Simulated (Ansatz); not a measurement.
# Grüneisen parameters and expansion of TiC (Fm-3m), part 3 of 4

Which modes of TiC drive its thermal expansion?

What experiment has found for this phase:
- heat capacity C_P per formula unit 33.9 J/mol/K near room temperature (given in “High-Throughput Prediction of Finite-Temperature Properties using the Quasi-Harmonic Approximation”, 2016, arXiv:1603.06924)

Ansatz 0.2.0; DFT PBEsol, scalar-relativistic, plane waves, PAW.

So far, highest frequency (cm⁻¹): step 5 (phonons, V/V0 1) 732.

The database entry behind the starting cell differs from later determinations by our own check (0.1 to 0.3 % short, probably kX units), so it need not match the best structure at ambient conditions.

## 8. Single point at a scaled cell, V/V0 0.985

Symmetry fixes every atom, so a single point at the scaled cell gives the energy and pressure of this member.

The cell differs from the one that the last finished run ended in (a 3.051 → 3.021 Å, b 3.051 → 3.021 Å, c 3.051 → 3.021 Å).

Input file input.yaml:

```yaml
crystal:
  lattice:
    - [0.0, 2.1358365578, 2.1358365578]
    - [2.1358365578, 0.0, 2.1358365578]
    - [2.1358365578, 2.1358365578, 0.0]
  atoms:
    - { symbol: Ti, position: [0.0, 0.0, 0.0] }
    - { symbol: C, position: [0.5, 0.5, 0.5] }
kpoints:
  mp_grid: { grid: [16, 16, 16] }
hamiltonian:
  xc: pbesol
scf:
  occupations: { method: methfessel_paxton, width: 0.2 }
output:
  forces: true
  stress: true
  eigenvalues: true
```

Launch:

```
$ ansatz run input.yaml --threads 8 --pin off --max-ram 30720MiB --backend cpu --events-out ev --progress --plain --runs-dir out
```

Numbers of over 12 decimals in the logs are rounded to 6 here.

What it wrote:

```text
[...]
Crystal: 2 atoms, lattice volume = 19.487 Å³
Basis set: ecut = 420 eV, 339 PW (Γ), exchange–correlation on 48×48×48 points (8 copies of the dense FFT grid, shifted against one another)
Bands: 12, of which v1, the nominal top of the filled ones, is band 8 counted from 1 (7 counted from 0)
Symmetry: 48 space group operations
[...]
k-points: 145 of 4096
[...]
--- Band table (eV; the first three rows and the last of 145) ---
  k-point 0: bands = [... 4 lower, 2.7413, 15.9895, 15.9896, 15.9896, 17.0628, 17.0628, 17.0628, 17.1367]
  k-point 1: bands = [... 4 lower, 2.8356, 15.5330, 15.7916, 15.7916, 16.3763, 16.3763, 17.3123, 18.1587]
  k-point 2: bands = [... 4 lower, 3.1125, 14.6302, 15.0045, 15.0045, 16.4469, 16.4469, 17.6646, 19.2789]
  k-point 144: bands = [... 4 lower, 5.7354, 12.0666, 12.0666, 12.5015, 18.2485, 18.2485, 19.0606, 20.8469]
[key lines of the parts left out:]
SCF converged after 5 iterations
Free energy (F): -2722.415103 eV
Fermi energy:    15.298568 eV
P = ⅓ Tr σ = 4.1609 GPa (41.609 kbar)
```

It took 0.53 s on 8 threads of Arm Neoverse V1, shared host; peak memory 0.34 GiB; 2.5 s of CPU time.

The run ends at a pressure of 4.16 GPa.

## 9. Phonons, V/V0 0.985

Phonons at this volume give one point of F(V, T); meshes stay fixed along the series.

input.yaml, the sections that differ from step 8:

```yaml
output:
  eigenvalues: true
phonons:
  method: dfpt
  qmesh: [4, 4, 4]
  temperatures: { t_max: 1000, t_step: 50 }
  qpath:
    path:
      - [[0.0, 0.0, 0.0], [0.5, 0.0, 0.5], [0.625, 0.25, 0.625]]
      - [[0.375, 0.375, 0.75], [0.0, 0.0, 0.0], [0.5, 0.5, 0.5], [0.5, 0.25, 0.75], [0.5, 0.0, 0.5]]
    npoints: 10
# crystal, kpoints, hamiltonian, scf: as in step 8
```

What it wrote:

```text
[...]
Crystal: 2 atoms, lattice volume = 19.487 Å³
Basis set: ecut = 420 eV, 339 PW (Γ), exchange–correlation on 48×48×48 points (8 copies of the dense FFT grid, shifted against one another)
Bands: 12, of which v1, the nominal top of the filled ones, is band 8 counted from 1 (7 counted from 0)
Symmetry: 48 space group operations
k-points: 145 of 4096
[...]
k-point 144: bands = [... 4 lower, 5.7355, 12.0667, 12.0667, 12.5015, 18.2485, 18.2485, 19.0607, 20.8470]
[...]
ASR residual: 5.842e-6 → 0.000e0 eV/Å²; symmetrization residual: 2.445e-7 eV/Å²
  ASR residual per site (eV/Å²): 4.55e-6 5.84e-6
  Γ frequencies (cm⁻¹): 0.00 0.00 0.00 557.81 557.81 557.81
--- Phonons (arbitrary-q DFPT): 8 irreducible q on the 4×4×4 mesh ---
[...]
interpolated dispersion: 62 rows × 6 modes
[...]
[key lines of the parts left out:]
SCF converged after 7 iterations
Free energy (F): -2722.415103 eV
Fermi energy:    15.298596 eV
```

The job ended after 2 min (8 threads; peak memory 2.7 GiB).

No LO-TO term. The phonon branches at the labelled points (cm⁻¹):

| point | branch 1 | branch 2 | branch 3 | branch 4 | branch 5 | branch 6 |
| --- | --- | --- | --- | --- | --- | --- |
| Γ | 0 | 0 | 0 | 558 | 558 | 558 |
| halfway | 213 | 213 | 318 | 544 | 544 | 673 |
| X | 304 | 304 | 378 | 551 | 551 | 614 |
| halfway | 306 | 328 | 373 | 558 | 592 | 615 |
| U | 307 | 358 | 379 | 580 | 614 | 666 |
| jump to K | 307 | 358 | 379 | 580 | 614 | 666 |
| halfway | 228 | 230 | 354 | 569 | 597 | 690 |
| Γ | 0 | 0 | 0 | 558 | 558 | 558 |
| halfway | 199 | 199 | 317 | 571 | 571 | 682 |
| L | 279 | 279 | 470 | 597 | 597 | 744 |
| halfway | 301 | 317 | 431 | 598 | 613 | 712 |
| W | 344 | 344 | 367 | 602 | 602 | 668 |
| halfway | 318 | 337 | 368 | 572 | 614 | 614 |
| X | 304 | 304 | 378 | 551 | 551 | 614 |

The phonon branches as a text plot (rows in cm⁻¹):

```
    729 |                                     ********
    698 |                  ******            *        ***
    667 |    *****       **      *          *            ***
    636 |   *     **    *         **       *                **
    605 |  *        *************   *     *    ******************
    574 | *           * ***    *******  *******             ****
    543 |***************          ********                     **
    512 |
    481 |                                        **
    450 |                                      **  ***
    419 |                  ****               *       **
    388 |         ******  *    *                        **     **
    357 |       **      ****    *            *           ******
    326 |      *       *    *               *         **** *****
    295 |         *************  *                ******       **
    264 |    **  *           ***           *   ***
    233 |   *   *               * **         **
    202 |      *                 *        * *
    171 |  * **                   ***      *
    140 |   *                     **     **
    109 |  *                        *
     78 | *                          *  **
     47 | *                          *  *
     16 |*                            **
         Γ           X  U|K            Γ         L        W     X
```

No mode is imaginary beyond numerical noise at the solved wavevectors. The highest zone-centre mode (no LO–TO term) moved by +2.8 % for a volume change of -1.5 %.

## 10. Single point at a scaled cell, V/V0 1.03

Symmetry fixes every atom, so a single point at the scaled cell gives the energy and pressure of this member.

input.yaml, the sections that differ from step 9:

```yaml
crystal:
  lattice:
    - [0.0, 2.1678788773, 2.1678788773]
    - [2.1678788773, 0.0, 2.1678788773]
    - [2.1678788773, 2.1678788773, 0.0]
  atoms:
    - { symbol: Ti, position: [0.0, 0.0, 0.0] }
    - { symbol: C, position: [0.5, 0.5, 0.5] }
output:
  forces: true
  stress: true
  eigenvalues: true
# kpoints, hamiltonian, scf: as in step 9
# phonons: removed
```

What it wrote:

```text
[...]
Crystal: 2 atoms, lattice volume = 20.377 Å³
Basis set: ecut = 420 eV, 411 PW (Γ), exchange–correlation on 48×48×48 points (8 copies of the dense FFT grid, shifted against one another)
Bands: 12, of which v1, the nominal top of the filled ones, is band 8 counted from 1 (7 counted from 0)
Symmetry: 48 space group operations
[...]
k-points: 145 of 4096
[...]
--- Band table (eV; the first three rows and the last of 145) ---
  k-point 0: bands = [... 4 lower, 2.1681, 15.1986, 15.1986, 15.1986, 16.2266, 16.2266, 16.2266, 16.2632]
  k-point 1: bands = [... 4 lower, 2.2573, 14.7623, 15.0071, 15.0071, 15.5587, 15.5587, 16.4577, 17.2525]
  k-point 2: bands = [... 4 lower, 2.5193, 13.8893, 14.2528, 14.2528, 15.6262, 15.6262, 16.7806, 18.3176]
  k-point 144: bands = [... 4 lower, 5.0796, 11.3717, 11.3717, 11.8293, 17.3184, 17.3184, 18.0583, 19.6886]
[key lines of the parts left out:]
SCF converged after 5 iterations
Free energy (F): -2722.404748 eV
Fermi energy:    14.521192 eV
P = ⅓ Tr σ = -7.4484 GPa (-74.484 kbar)
```

The job ended after 0.54 s (8 threads; peak memory 0.34 GiB; 2.6 s of CPU time).

The run ends at a pressure of -7.45 GPa.

## 11. Lattice dynamics at this volume, V/V0 1.03

The same q-mesh and k-mesh are kept at every volume, so that much of their error can cancel in the differences.

input.yaml, the sections that differ from step 10:

```yaml
output:
  eigenvalues: true
phonons:
  method: dfpt
  qmesh: [4, 4, 4]
  temperatures: { t_max: 1000, t_step: 50 }
  qpath:
    path:
      - [[0.0, 0.0, 0.0], [0.5, 0.0, 0.5], [0.625, 0.25, 0.625]]
      - [[0.375, 0.375, 0.75], [0.0, 0.0, 0.0], [0.5, 0.5, 0.5], [0.5, 0.25, 0.75], [0.5, 0.0, 0.5]]
    npoints: 10
# crystal, kpoints, hamiltonian, scf: as in step 10
```

What it wrote:

```text
[...]
Crystal: 2 atoms, lattice volume = 20.377 Å³
Basis set: ecut = 420 eV, 411 PW (Γ), exchange–correlation on 48×48×48 points (8 copies of the dense FFT grid, shifted against one another)
Bands: 12, of which v1, the nominal top of the filled ones, is band 8 counted from 1 (7 counted from 0)
Symmetry: 48 space group operations
k-points: 145 of 4096
[...]
k-point 144: bands = [... 4 lower, 5.0796, 11.3717, 11.3717, 11.8294, 17.3184, 17.3184, 18.0583, 19.6886]
[...]
ASR residual: 1.434e-5 → 0.000e0 eV/Å²; symmetrization residual: 1.482e-7 eV/Å²
  ASR residual per site (eV/Å²): 1.43e-5 1.04e-5
  Γ frequencies (cm⁻¹): 0.00 0.00 0.00 512.45 512.45 512.45
--- Phonons (arbitrary-q DFPT): 8 irreducible q on the 4×4×4 mesh ---
[...]
interpolated dispersion: 62 rows × 6 modes
[...]
[key lines of the parts left out:]
SCF converged after 7 iterations
Free energy (F): -2722.404748 eV
Fermi energy:    14.521229 eV
```

Elapsed: 2.1 min, on 8 threads; peak memory 2.8 GiB; 15 min of CPU time.

No mode is imaginary beyond numerical noise at the solved wavevectors. The highest zone-centre mode (no LO–TO term) moved by -5.5 % for a volume change of +3.0 %.

## 12. Single point at a scaled cell, V/V0 0.97

Symmetry fixes every atom, so a single point at the scaled cell gives the energy and pressure of this member.

The cell differs from the one that the last finished run ended in (a 3.066 → 3.005 Å, b 3.066 → 3.005 Å, c 3.066 → 3.005 Å).

input.yaml, the sections that differ from step 11:

```yaml
crystal:
  lattice:
    - [0.0, 2.1249392429, 2.1249392429]
    - [2.1249392429, 0.0, 2.1249392429]
    - [2.1249392429, 2.1249392429, 0.0]
  atoms:
    - { symbol: Ti, position: [0.0, 0.0, 0.0] }
    - { symbol: C, position: [0.5, 0.5, 0.5] }
output:
  forces: true
  stress: true
  eigenvalues: true
# kpoints, hamiltonian, scf: as in step 11
# phonons: removed
```

What it wrote:

```text
[...]
Crystal: 2 atoms, lattice volume = 19.190 Å³
Basis set: ecut = 420 eV, 339 PW (Γ), exchange–correlation on 48×48×48 points (8 copies of the dense FFT grid, shifted against one another)
Bands: 12, of which v1, the nominal top of the filled ones, is band 8 counted from 1 (7 counted from 0)
Symmetry: 48 space group operations
[...]
k-points: 145 of 4096
[...]
--- Band table (eV; the first three rows and the last of 145) ---
  k-point 0: bands = [... 4 lower, 2.9460, 16.2670, 16.2670, 16.2670, 17.3558, 17.3558, 17.3558, 17.4437]
  k-point 1: bands = [... 4 lower, 3.0422, 15.8038, 16.0671, 16.0671, 16.6634, 16.6634, 17.6129, 18.4773]
  k-point 2: bands = [... 4 lower, 3.3244, 14.8906, 15.2687, 15.2687, 16.7349, 16.7349, 17.9752, 19.6172]
  k-point 144: bands = [... 4 lower, 5.9669, 12.3131, 12.3131, 12.7382, 18.5757, 18.5757, 19.4137, 21.2338]
[key lines of the parts left out:]
SCF converged after 5 iterations
Free energy (F): -2722.403302 eV
Fermi energy:    15.572558 eV
P = ⅓ Tr σ = 8.6495 GPa (86.495 kbar)
```

Elapsed: 0.53 s, on 8 threads; peak memory 0.34 GiB.

The run ends at a pressure of 8.65 GPa.

## 13. Lattice dynamics at this volume, V/V0 0.97

Phonons at this volume give one point of F(V, T); meshes stay fixed along the series.

input.yaml, the sections that differ from step 12:

```yaml
output:
  eigenvalues: true
phonons:
  method: dfpt
  qmesh: [4, 4, 4]
  temperatures: { t_max: 1000, t_step: 50 }
  qpath:
    path:
      - [[0.0, 0.0, 0.0], [0.5, 0.0, 0.5], [0.625, 0.25, 0.625]]
      - [[0.375, 0.375, 0.75], [0.0, 0.0, 0.0], [0.5, 0.5, 0.5], [0.5, 0.25, 0.75], [0.5, 0.0, 0.5]]
    npoints: 10
# crystal, kpoints, hamiltonian, scf: as in step 12
```

What it wrote:

```text
[...]
Crystal: 2 atoms, lattice volume = 19.190 Å³
Basis set: ecut = 420 eV, 339 PW (Γ), exchange–correlation on 48×48×48 points (8 copies of the dense FFT grid, shifted against one another)
Bands: 12, of which v1, the nominal top of the filled ones, is band 8 counted from 1 (7 counted from 0)
Symmetry: 48 space group operations
k-points: 145 of 4096
[...]
k-point 144: bands = [... 4 lower, 5.9669, 12.3131, 12.3131, 12.7382, 18.5757, 18.5757, 19.4137, 21.2338]
[...]
ASR residual: 6.214e-6 → 0.000e0 eV/Å²; symmetrization residual: 2.316e-7 eV/Å²
  ASR residual per site (eV/Å²): 4.90e-6 6.21e-6
  Γ frequencies (cm⁻¹): 0.00 0.00 0.00 573.43 573.43 573.43
--- Phonons (arbitrary-q DFPT): 8 irreducible q on the 4×4×4 mesh ---
[...]
interpolated dispersion: 62 rows × 6 modes
[...]
[key lines of the parts left out:]
SCF converged after 7 iterations
Free energy (F): -2722.403302 eV
Fermi energy:    15.572587 eV
```

The job ended after 2 min (8 threads; peak memory 2.7 GiB; 15 min of CPU time).

No LO-TO term. The phonon branches at the labelled points (cm⁻¹):

| point | branch 1 | branch 2 | branch 3 | branch 4 | branch 5 | branch 6 |
| --- | --- | --- | --- | --- | --- | --- |
| Γ | 0 | 0 | 0 | 573 | 573 | 573 |
| halfway | 215 | 215 | 328 | 559 | 559 | 684 |
| X | 310 | 310 | 386 | 566 | 566 | 626 |
| halfway | 313 | 335 | 382 | 572 | 607 | 628 |
| U | 316 | 366 | 387 | 592 | 627 | 679 |
| jump to K | 316 | 366 | 387 | 592 | 627 | 679 |
| halfway | 233 | 237 | 362 | 584 | 610 | 703 |
| Γ | 0 | 0 | 0 | 573 | 573 | 573 |
| halfway | 204 | 204 | 323 | 585 | 585 | 696 |
| L | 288 | 288 | 480 | 610 | 610 | 757 |
| halfway | 310 | 326 | 439 | 611 | 626 | 724 |
| W | 352 | 352 | 375 | 615 | 615 | 681 |
| halfway | 324 | 345 | 377 | 586 | 627 | 627 |
| X | 310 | 310 | 386 | 566 | 566 | 626 |

The phonon branches as a text plot (rows in cm⁻¹):

```
    741 |                                     ********
    710 |                  ******           **        ***
    678 |    *****       **      *         *             ***
    647 |   *     ***   *         **                        **
    615 |  *         ************   *    **   *******************
    583 |***          *****    ***************               ****
    552 |   ***********                                         *
    520 |
    489 |                                        **
    457 |                                      **  ***
    426 |                  ****               *       **
    394 |        *******  *    *                        **    ***
    363 |       *       ****    *            *           *****
    331 |      *       * ** *               *         **** *****
    300 |    **   *******  ****  *               ******        **
    268 |        *             *           *  ***
    237 |   *   *               * **         *
    205 |      *                 *        * *
    173 |  * **                   ***      *
    142 |   *                     **     **
    110 |  *                        *
     79 | *                          *  **
     47 | *                          *  *
     16 |*                            **
         Γ           X  U|K            Γ         L        W     X
```

No mode is imaginary beyond numerical noise at the solved wavevectors. The highest zone-centre mode (no LO–TO term) moved by +5.7 % for a volume change of -3.0 %.

## 14. Single point at a scaled cell, V/V0 1.05

Symmetry fixes every atom, so a single point at the scaled cell gives the energy and pressure of this member.

The cell differs from the one that the last finished run ended in (a 3.005 → 3.086 Å, b 3.005 → 3.086 Å, c 3.005 → 3.086 Å).

input.yaml, the sections that differ from step 13:

```yaml
crystal:
  lattice:
    - [0.0, 2.1818206037, 2.1818206037]
    - [2.1818206037, 0.0, 2.1818206037]
    - [2.1818206037, 2.1818206037, 0.0]
  atoms:
    - { symbol: Ti, position: [0.0, 0.0, 0.0] }
    - { symbol: C, position: [0.5, 0.5, 0.5] }
output:
  forces: true
  stress: true
  eigenvalues: true
# kpoints, hamiltonian, scf: as in step 13
# phonons: removed
```

What it wrote:

```text
[...]
Crystal: 2 atoms, lattice volume = 20.772 Å³
Basis set: ecut = 420 eV, 411 PW (Γ), exchange–correlation on 48×48×48 points (8 copies of the dense FFT grid, shifted against one another)
Bands: 12, of which v1, the nominal top of the filled ones, is band 8 counted from 1 (7 counted from 0)
Symmetry: 48 space group operations
[...]
k-points: 145 of 4096
[...]
--- Band table (eV; the first three rows and the last of 145) ---
  k-point 0: bands = [... 4 lower, 1.9314, 14.8658, 14.8658, 14.8658, 15.8771, 15.8771, 15.8771, 15.8963]
  k-point 1: bands = [... 4 lower, 2.0184, 14.4383, 14.6774, 14.6774, 15.2151, 15.2151, 16.0991, 16.8729]
  k-point 2: bands = [... 4 lower, 2.2742, 13.5779, 13.9370, 13.9370, 15.2811, 15.2811, 16.4089, 17.9141]
  k-point 144: bands = [... 4 lower, 4.8053, 11.0827, 11.0827, 11.5478, 16.9283, 16.9283, 17.6383, 19.2043]
[key lines of the parts left out:]
SCF converged after 5 iterations
Free energy (F): -2722.380886 eV
Fermi energy:    14.195721 eV
P = ⅓ Tr σ = -11.8286 GPa (-118.286 kbar)
```

Elapsed: 1.4 s, on 8 threads; peak memory 0.34 GiB; 4.3 s of CPU time.

The run ends at a pressure of -11.83 GPa.

## 15. Phonons, V/V0 1.05

The same q-mesh and k-mesh are kept at every volume, so that much of their error can cancel in the differences.

input.yaml, the sections that differ from step 14:

```yaml
output:
  eigenvalues: true
phonons:
  method: dfpt
  qmesh: [4, 4, 4]
  temperatures: { t_max: 1000, t_step: 50 }
  qpath:
    path:
      - [[0.0, 0.0, 0.0], [0.5, 0.0, 0.5], [0.625, 0.25, 0.625]]
      - [[0.375, 0.375, 0.75], [0.0, 0.0, 0.0], [0.5, 0.5, 0.5], [0.5, 0.25, 0.75], [0.5, 0.0, 0.5]]
    npoints: 10
# crystal, kpoints, hamiltonian, scf: as in step 14
```

What it wrote:

```text
[...]
Crystal: 2 atoms, lattice volume = 20.772 Å³
Basis set: ecut = 420 eV, 411 PW (Γ), exchange–correlation on 48×48×48 points (8 copies of the dense FFT grid, shifted against one another)
Bands: 12, of which v1, the nominal top of the filled ones, is band 8 counted from 1 (7 counted from 0)
Symmetry: 48 space group operations
k-points: 145 of 4096
[...]
k-point 144: bands = [... 4 lower, 4.8053, 11.0827, 11.0827, 11.5478, 16.9283, 16.9283, 17.6383, 19.2043]
[...]
ASR residual: 1.353e-5 → 0.000e0 eV/Å²; symmetrization residual: 9.349e-8 eV/Å²
  ASR residual per site (eV/Å²): 1.21e-5 1.35e-5
  Γ frequencies (cm⁻¹): 0.00 0.00 0.00 492.99 492.99 492.99
--- Phonons (arbitrary-q DFPT): 8 irreducible q on the 4×4×4 mesh ---
[...]
interpolated dispersion: 62 rows × 6 modes
[...]
[key lines of the parts left out:]
SCF converged after 7 iterations
Free energy (F): -2722.380886 eV
Fermi energy:    14.195758 eV
```

It took 2.2 min on 8 threads; peak memory 2.8 GiB.

No mode is imaginary beyond numerical noise at the solved wavevectors. The highest zone-centre mode (no LO–TO term) moved by -9.1 % for a volume change of +5.0 %.

(Part 3 of 4 ends here.)

[Logs are printed without paths, hosts, clocks, repeated set-up lines and the standing remarks that a program may print on its own settings, such as how far it seeks lower states.]

[Hosts, paths, dates, database ids (printed as entryN), source tags and the programs' standing remarks are cut or masked in the printed files.]

[A step with changed settings may run another functional than the one named; its input shows which.]

[Of the runs on displaced cells, only some may be shown.]
